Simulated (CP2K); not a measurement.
Consider chlorocyclopropane at its PBE geometry (Å).

```xyz
9

Cl    2.1862   -0.0613   -0.6848
C     0.7356   -0.0425    0.3364
C    -0.5114   -0.7357   -0.1348
C    -0.4516    0.7816   -0.0774
H     1.0041   -0.0920    1.3895
H    -1.1017   -1.2703    0.6086
H    -0.4814   -1.1993   -1.1190
H    -0.9991    1.3054    0.7055
H    -0.3808    1.3141   -1.0240
```

Method: CP2K XAS_TDP, all-electron GAPW, PBEh(45%), aug-pc-1, TDA, GW2X-corrected core level, no relativity.

Q: Predict the bright core excitations at the C K edge.

Leading lines: C2 288.75 eV and C3 289.70 eV. The leading line of an atom is its first one with 35 % of the strongest within 2.5 eV of its lowest line over the strength cut. Core ionisation energies at this level: C2 292.75 and C3 291.81 eV.

The first six lines of each atom with a strength over 0.0015:

```tsv
atom	energy (eV)	states	strength, one atom	above the computed threshold
C2 (bonded to 2 C, Cl and H)	288.75	1	0.0538	
	290.61	1	0.0106	
	291.49	1	0.0417	
	291.73	1	0.0015	
	292.70	1	0.0074	
	292.88	1	0.0043	yes
C3 (bonded to 2 C and 2 H), 2 alike	289.70	1	0.0129	
	289.75	1	0.0117	
	290.31	1	0.0161	
	290.53	1	0.0062	
	290.93	1	0.0175	
	291.08	1	0.0025
```

Lines are vertical, at one geometry, with no vibrational structure. GW2X ionisation energies and lines can be off by 1 to 2 eV either way, and a good line position may hide errors that cancel. These values hold no scalar relativity, about 0.1 eV for C 1s. Rydberg lines, and the discretised continuum above threshold, depend on the basis and the box.

[Banner, clock and machine lines of the logs are left out without a mark of their own.]

[Logs are printed without paths, hosts, clocks, repeated set-up lines and the standing remarks that a program may print on its own settings, such as how far it seeks lower states.]

[Hosts, paths, dates, database ids (printed as entryN), source tags and the programs' standing remarks are cut or masked in the printed files.]
